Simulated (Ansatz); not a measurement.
**Changed inputs in constrained RPA: K2NiF4 (I4/mmm)**

Wanted: the sensitivity and cost of U and J for K2NiF4 (I4/mmm).

Method: constrained RPA on LDA, plane waves, PAW, in Ansatz 0.2.0.

## Step 1: The structure

Symmetry: I4/mmm, No. 139, tetragonal system. The conventional cell has a = 4.006 Å, b = 4.006 Å, c = 13.076 Å, α = 90.00°, β = 90.00°, γ = 90.00°. Nearest to K lie 9 F at 2.63 to 2.83 Å. Nearest to Ni lie 6 F at 1.97 to 2.00 Å. Nearest to F lie 1 Ni at 1.97 Å and 5 K at 2.63 to 2.83 Å. Nearest to F lie 2 Ni at 2.00 Å and 4 K at 2.79 Å. Farther neighbours and most contacts between anions are not listed.

The cell and positions come from the Crystallography Open Database and are kept as given unless a step says otherwise. The program's search for lower electronic states was switched off, so nothing shows that the state found is the lowest. The default PAW set here is soft_2. Its files were made with PBE.

## Step 2: Base: Ni d, bands v4 to c1, 6×6×6 mesh, medium accuracy

Constrained RPA screens the interaction with every transition except those inside the target bands, which a later many-body model would treat itself.

The input, input.yaml:

```yaml
crystal:
  lattice:
    - [6.538, -2.003, -2.003]
    - [6.538, 2.003, 2.003]
    - [-6.538, -2.003, 2.003]
  atoms:
    - { symbol: K, position: [0.352, 0.352, 0.0] }
    - { symbol: K, position: [0.648, 0.648, 0.0] }
    - { symbol: Ni, position: [0.0, 0.0, 0.0] }
    - { symbol: F, position: [0.151, 0.151, 0.0] }
    - { symbol: F, position: [0.849, 0.849, 0.0] }
    - { symbol: F, position: [0.0, 0.5, 0.5] }
    - { symbol: F, position: [0.5, 0.0, 0.5] }
kpoints:
  mp_grid: { grid: [12, 12, 12] }
hamiltonian:
  xc: lda
scf:
  occupations: { method: gaussian, width: 0.08 }
  n_extra_bands: 19
  max_iter: 150
  lower_state_search: "off"
output:
  crpa:
    kmesh: [6, 6, 6]
    target_bands: [v4, c1]
    projections: [{ species: Ni, l: d, shell: 3 }]
  local_orbitals:
    kmesh: [6, 6, 6]
    orbitals: [{ species: Ni, l: d, shell: 3 }]
    window: { bands: [v4, c1] }
    seedname: lo
```

Run with:

```sh
$ ansatz run input.yaml --threads 3 --pin off --max-ram 92160MiB --backend cuda --events-out ev --progress --plain --runs-dir out --devices 1 --max-vram 13GiB  # rebuilt from the run's record
```

Numbers of over 12 decimals in the logs are rounded to 6 here.

What it wrote:

```text
scf.n_extra_bands = 19 over 32 filled bands (N_el = 64.0): the run solves 51 bands
GPUs: using 1 of 1 available (devices: 1).
Engine: ansatz 0.2.0, x86_64-unknown-linux-gnu
Pseudopotentials: kind: paw
Pseudopotential: K, paw, valence charge 9, recommended cutoff 420 eV (normal), K.paw.azcp
Pseudopotential: Ni, paw, valence charge 18, recommended cutoff 420 eV (normal), Ni.paw.azcp
Pseudopotential: F, paw, valence charge 7, recommended cutoff 420 eV (normal), F.paw.azcp
Functional definition: SPW92
  exchange = slater_x
  correlation = pw_c
device memory: the entry about to start is reckoned to put 4.5 GiB on a device that reports 38.5 GiB free (of which the cap on the GPU budget leaves the run 13.0 GiB)
GPU FFT provider: cuFFT
GPU libraries: cuBLAS 13.8.2, cuFFT 12.4.0, cuSOLVER 12.3.4
Crystal: 7 atoms, lattice volume = 104.922 Å³
Basis set: ecut = 420 eV, 2041 PW (Γ)
Bands: 51, of which v1, the nominal top of the filled ones, is band 32 counted from 1 (31 counted from 0)
Symmetry: 16 space group operations
Space group: I4/mmm (ITA 139), of the structure as read, at distance tolerance 4.7e-5 Å
k-points: 163 of 1728
Non-local potential: K, projectors of the file, l = 0: 3, l = 1: 2, l = 2: 2
Non-local potential: Ni, projectors of the file, l = 0: 3, l = 1: 2, l = 2: 3, l = 3: 1
Non-local potential: F, projectors of the file, l = 0: 2, l = 1: 2, l = 2: 1
PAW form: soft (Blöchl's): semilocal exchange-correlation on the pseudo side does not see the compensation charge
PAW frozen core: K, regenerated for the run's functional, and the local potential with it (the file was generated under x = pbe(κ = 0.804, μ = 0.219515), c = pbe(β = 0.066725))
PAW frozen core: Ni, regenerated for the run's functional, and the local potential with it (the file was generated under x = pbe(κ = 0.804, μ = 0.219515), c = pbe(β = 0.066725))
PAW frozen core: F, regenerated for the run's functional, and the local potential with it (the file was generated under x = pbe(κ = 0.804, μ = 0.219515), c = pbe(β = 0.066725))
PAW one-centre angular grid: K, 110 points (default); XC on 64 Gauss nodes
PAW one-centre angular grid: Ni, 590 points (default); XC on 64 Gauss nodes
PAW one-centre angular grid: F, 110 points (default); XC on 64 Gauss nodes
Initial density: superposition of atomic densities (neutral atoms: chi_scale 0, normalization atom), corrected by the library's trained network
Initial wavefunctions: pseudopotential atomic-orbital guess
GPU buffer pool allocated for 110592 grid points (all kernels)
GPU transforms: local potential and band sums: pruned to the plane-wave sphere, on 48×48×48
Functional: x = slater, c = lda
SCF iter   1: F=—  HF=-11945.815871 eV  |F-HF|=—  |Δ(HF+E_count)|=         —  Δρ=2.00e-2  dr2=2.85e-1  ethr=1.77e-3  ⟨swp⟩=5.7  Hψ=34874  notcnv=0  defer=1252
[...]
NSCF: frozen V_eff on 216 k-points
cRPA screening: q 1/216
cRPA screening: q 2/216
cRPA screening: q 6/216 (q-point 3)
cRPA screening: q 10/216 (q-point 4)
cRPA screening: q 12/216 (q-point 7)
cRPA screening: q 20/216 (q-point 8)
cRPA screening: q 36/216 (q-point 9)
cRPA screening: q 52/216 (q-point 13)
cRPA screening: q 60/216 (q-point 14)
cRPA screening: q 76/216 (q-point 15)
[...]
cRPA screening: q 200/216 (q-point 94)
cRPA screening: q 208/216 (q-point 99)
cRPA screening: q 212/216 (q-point 100)
cRPA screening: q 216/216 (q-point 130)
SCF converged after 11 iterations
Free energy (F): -11945.730413 eV
Harris-Foulkes:  -11945.730413 eV  (|F-HF|=4.61e-9)
Internal energy: -11945.715879 eV  (E = F + TS)
E sigma→0 (E₀):  -11945.723146 eV
Entropy (-TS):   -0.014534 eV (-2.076 meV/atom)
Fermi energy:    5.923978 eV
--- Per-component energies (eV) ---
  E_band       = -787.084315
  E_kinetic    = 1604.913501
  E_local      = -9579.089413  (includes V_loc(G=0)·N_el)
  E_nonlocal   = 980.709237
  E_hartree    = 3951.942249
  E_xc         = -660.262533
  E_vxc        = -837.467249  (∫ρ·V_xc dr)
  E_paw        = -3801.386271  (= ΣΔE_a)
  E_vpaw       = -860.037468  (= ΣTr[D̂ρ^β])
  E_aug_tail   = 0.008627  (compensation charges beyond the density's cutoff)
  E_ewald      = -4443.953403
  E_core_change = 1.402127  (= ΣΔE_core)
  E_smearing   = -0.014534  (= −TS)
  E_closure    = 0.000000  (closes the sum)
  Σ components = -11945.730413   (vs F -11945.730413, Δ=0.00e0)
--- Band table (eV; the first three rows and the last of 163) ---
  k-point 0: bands = [... 28 lower, 4.5727, 4.8321, 4.8321, 4.9078, 5.4311, 8.3102, 11.3592, 11.8318, ... 15 higher]
  k-point 1: bands = [... 28 lower, 4.6510, 4.8541, 4.8552, 5.0462, 5.5150, 8.5484, 11.4081, 11.9004, ... 15 higher]
  k-point 2: bands = [... 28 lower, 4.8336, 4.9178, 4.9202, 5.4099, 5.7093, 9.1798, 11.5054, 12.0163, ... 15 higher]
  k-point 162: bands = [... 28 lower, 4.5730, 4.8587, 4.8587, 4.9077, 5.4406, 9.3492, 10.1334, 10.9584, ... 15 higher]
--- cRPA (band scheme, projected local orbitals): target bands 29..33 (1-based), 5 Wannier function(s), 6×6×6 mesh, 66 bands' worth read of 71 solved, ecut_chi 136.0 eV, v(q+G=0) probe_charge, pair densities all_electron ---
  χ-basis size per q: N_G = 366..388
  window electrons = 8.0000, filled by tetrahedron_uncorrected; constrained ε̄⁻¹(q = 0, 0) head = 0.455534; min gauge Gram eig = 0.6993
  Kanamori averages over each shell's own Wannier functions (sites counted from 0, functions from 1):
    Site 2, 3D, 5 of 5 d orbitals (Wannier functions 1, 2, 3, 4, 5; wannier90's mr 1, 2, 3, 4, 5):
      screened: U = 8.0717 eV, U' = 6.7880 eV, J = 0.6398 eV
      screened d-shell averages: U_bar = F0 = 7.0447 eV, J_bar = 0.8966 eV
      screened, to within: U = 8.5e-3 eV, U' = 8.5e-3 eV, J = 8.5e-4 eV
      screened d-shell averages, to within: U_bar = 7.2e-3 eV, J_bar = 1.2e-3 eV
      bare: V = 23.0274 eV, V' = 21.4282 eV, J = 0.7725 eV
      bare d-shell averages: V_bar = F0 = 21.7481 eV, J_bar = 1.0923 eV
  Hermiticity witness max|P − P†| over intra, direct and exchange elements: 1.78e-14 eV (screened), 1.04e-22 eV (bare)
  Reality witness max|Im| over intra, direct and exchange elements: 2.22e-13 eV (screened), 4.66e-13 eV (bare)
```

Wall time 14 min (1 × NVIDIA H100 80GB HBM3 (shared by 6 runs) with 3 threads of AMD EPYC 7R13 (Zen 3), shared host); peak memory 1.9 GiB.

Numbers from this step:

```yaml
u: 8.072 eV
u_prime_inter_orbital: 6.788 eV
j: 0.6398 eV
bare_v: 23.03 eV
bare_j: 0.7725 eV
stated_bound_on_u: 0.008449 eV
u_over_bare_v: 0.3505
electrons_in_the_window: 8.000
head_of_the_constrained_inverse_dielectric_matrix: 0.4555
least_eigenvalue_of_the_projection_s_overlap: 0.6993
target_functions: 5
bands_in_the_sums: 66
r_m_s_miss_of_the_model_bands: 2.98e-4 eV
width_of_the_target_bands: 2.319 eV
weight_of_the_projected_orbitals_in_the_window: 0.8621
```

On the Ni d shell, screening brings the on-site interaction from 23.0 eV down to U = 8.07 eV.

## Step 3: Changed: 4×4×4 mesh

Changes to input.yaml since step 2:

```diff
@@ -24,9 +24,4 @@
   crpa:
-    kmesh: [6, 6, 6]
+    kmesh: [4, 4, 4]
     target_bands: [v4, c1]
     projections: [{ species: Ni, l: d, shell: 3 }]
-  local_orbitals:
-    kmesh: [6, 6, 6]
-    orbitals: [{ species: Ni, l: d, shell: 3 }]
-    window: { bands: [v4, c1] }
-    seedname: lo
```

What it wrote:

```text
[...]
GPUs: using 1 of 1 available (devices: 1).
[...]
GPU FFT provider: cuFFT
GPU libraries: cuBLAS 13.8.2, cuFFT 12.4.0, cuSOLVER 12.3.4
Crystal: 7 atoms, lattice volume = 104.922 Å³
Basis set: ecut = 420 eV, 2041 PW (Γ)
Bands: 51, of which v1, the nominal top of the filled ones, is band 32 counted from 1 (31 counted from 0)
[... 1 set-up line as in the run before ...]
[...]
k-points: 163 of 1728
[...]
GPU buffer pool allocated for 110592 grid points (all kernels)
[...]
SCF iter   1: F=—  HF=-11945.815871 eV  |F-HF|=—  |Δ(HF+E_count)|=         —  Δρ=2.00e-2  dr2=2.85e-1  ethr=1.77e-3  ⟨swp⟩=5.7  Hψ=34874  notcnv=0  defer=1252
[...]
SCF iter  11: F=-11945.730413 eV  HF=-11945.730413 eV  |F-HF|=4.61e-9  |Δ(HF+E_count)|=   3.46e-8  Δρ=2.94e-6  dr2=5.81e-9  ethr=1.56e-10  ⟨swp⟩=9.2  Hψ=34278  notcnv=0
SCF 1 converged in 11 iterations: F = -11945.730413 eV  dr2 = 5.81e-9
[...]
k-point 0: bands = [... 28 lower, 4.5727, 4.8321, 4.8321, 4.9078, 5.4311, 8.3102, 11.3592, 11.8318, ... 15 higher]
  k-point 1: bands = [... 28 lower, 4.6510, 4.8541, 4.8552, 5.0462, 5.5150, 8.5484, 11.4081, 11.9004, ... 15 higher]
  k-point 2: bands = [... 28 lower, 4.8336, 4.9178, 4.9202, 5.4099, 5.7093, 9.1798, 11.5054, 12.0163, ... 15 higher]
  k-point 162: bands = [... 28 lower, 4.5730, 4.8587, 4.8587, 4.9077, 5.4406, 9.3492, 10.1334, 10.9584, ... 15 higher]
[...]
bands read: the sum over 66 bands ends inside a degenerate multiplet in 2 slots, whose members it reads at an even weight; the widest, k=21: bands 66 to 67 (counted from 1) at 1/2 each
  χ-basis size per q: N_G = 370..386
[...]
screened: U = 7.9816 eV, U' = 6.6981 eV, J = 0.6399 eV
      screened d-shell averages: U_bar = F0 = 6.9548 eV, J_bar = 0.8966 eV
      screened, to within: U = 1.6e-2 eV, U' = 1.6e-2 eV, J = 9.1e-4 eV
      screened d-shell averages, to within: U_bar = 1.5e-2 eV, J_bar = 1.3e-3 eV
      bare: V = 23.0408 eV, V' = 21.4413 eV, J = 0.7728 eV
      bare d-shell averages: V_bar = F0 = 21.7612 eV, J_bar = 1.0927 eV
[...]
[key lines of the parts left out:]
SCF converged after 11 iterations
Free energy (F): -11945.730413 eV
Fermi energy:    5.923978 eV
```

The job ended after 3.2 min (1 × NVIDIA H100 80GB HBM3 (shared by 6 runs) with 3 threads; peak memory 1.4 GiB).

Numbers from this step:

```yaml
u: 7.982 eV
u_prime_inter_orbital: 6.698 eV
j: 0.6399 eV
bare_v: 23.04 eV
bare_j: 0.7728 eV
stated_bound_on_u: 0.01577 eV
u_over_bare_v: 0.3464
electrons_in_the_window: 8.000
head_of_the_constrained_inverse_dielectric_matrix: 0.4542
least_eigenvalue_of_the_projection_s_overlap: 0.6993
target_functions: 5
bands_in_the_sums: 66
width_of_the_target_bands: 2.319 eV
weight_of_the_projected_orbitals_in_the_window: 0.8621
```

On the Ni d shell, screening brings the on-site interaction from 23.0 eV down to U = 7.98 eV.

## Step 4: Changed: a wide Fermi-Dirac smearing

Changes to input.yaml since step 3:

```diff
@@ -18,3 +18,3 @@
 scf:
-  occupations: { method: gaussian, width: 0.08 }
+  occupations: { method: fermi_dirac, width: 1.0 }
   n_extra_bands: 19
@@ -24,3 +24,3 @@
   crpa:
-    kmesh: [4, 4, 4]
+    kmesh: [6, 6, 6]
     target_bands: [v4, c1]
```

What it wrote:

```text
scf.n_extra_bands = 19 over 32 filled bands (N_el = 64.0): the run solves 51 bands
GPUs: using 1 of 1 available (devices: 1).
[... 4 set-up lines as in the run before ...]
[...]
--- Band table (eV; the first three rows and the last of 163) ---
  k-point 0: bands = [... 28 lower, 4.0618, 4.4225, 4.4225, 4.5669, 5.2470, 8.3018, 11.4078, 11.7717, ... 15 higher]
  k-point 1: bands = [... 28 lower, 4.1473, 4.4432, 4.4450, 4.7155, 5.3367, 8.5410, 11.4576, 11.8421, ... 15 higher]
  k-point 2: bands = [... 28 lower, 4.3412, 4.5047, 4.5092, 5.1012, 5.5422, 9.1771, 11.5580, 11.9653, ... 15 higher]
  k-point 162: bands = [... 28 lower, 4.0619, 4.4495, 4.4495, 4.5669, 5.2546, 9.3931, 10.0530, 11.0034, ... 15 higher]
[key lines of the parts left out:]
SCF converged after 8 iterations
Free energy (F): -11949.220167 eV
Fermi energy:    6.524127 eV
```

The job ended after 34 s (1 × NVIDIA H100 80GB HBM3 (shared by 6 runs) with 3 threads; peak memory 1.4 GiB).

The self-consistent loop converged; the step after it was not made. The program's words: cRPA refused: cRPA: band v14 at k-index 0 must be full below output.crpa.target_bands = [v4, c1] or empty above, but its occupation deviates by 1.59e-3 of a full band (tolerance 1e-3). Include the band in the window or, for the tail of a fermi_dirac temperature, lower scf.occupations.width or leave the width out

The fault put into this input: a wide Fermi-Dirac smearing.

## Step 5: Side by side

Times are wall times on 1 × NVIDIA H100 80GB HBM3 (shared by 6 runs) with 3 threads of AMD EPYC 7R13 (Zen 3), shared host, good to a factor of about two.

| run | bare V (eV) | U (eV) | J (eV) | bound on U (eV) | width (eV) | time |
| --- | --- | --- | --- | --- | --- | --- |
| target window | 23.03 | 8.072 | 0.640 | 0.0084 | 2.32 | 14 min |
| 4×4×4 mesh | 23.04 | 7.982 | 0.640 | 0.0158 | 2.32 | 3.2 min |

## Step 6: Summary of results

```json
{
  "target window": "U 8.07 eV, J 0.64 eV",
  "4×4×4 mesh": "U 7.98 eV, J 0.64 eV"
}
```

In words: 4×4×4 mesh moves U by −0.09 eV at 0.23 times the time. The printed bound covers the solver alone, not the mesh, and no denser mesh than the base was run. The parent state is non-magnetic and the interaction static (zero frequency); U depends on the window and the orbitals, so it belongs to this model alone.

[Paths, hosts, dates, memory and timing lines, banners, echoed tables and standing remarks are left out of the program output.]

[Logs are printed without paths, hosts, clocks, repeated set-up lines and the standing remarks that a program may print on its own settings, such as how far it seeks lower states.]

[Runs of the session that timed out or met a known fault of the program may be left out.]

[Hosts, paths, dates, database ids (printed as entryN), source tags and the programs' standing remarks are cut or masked in the printed files.]
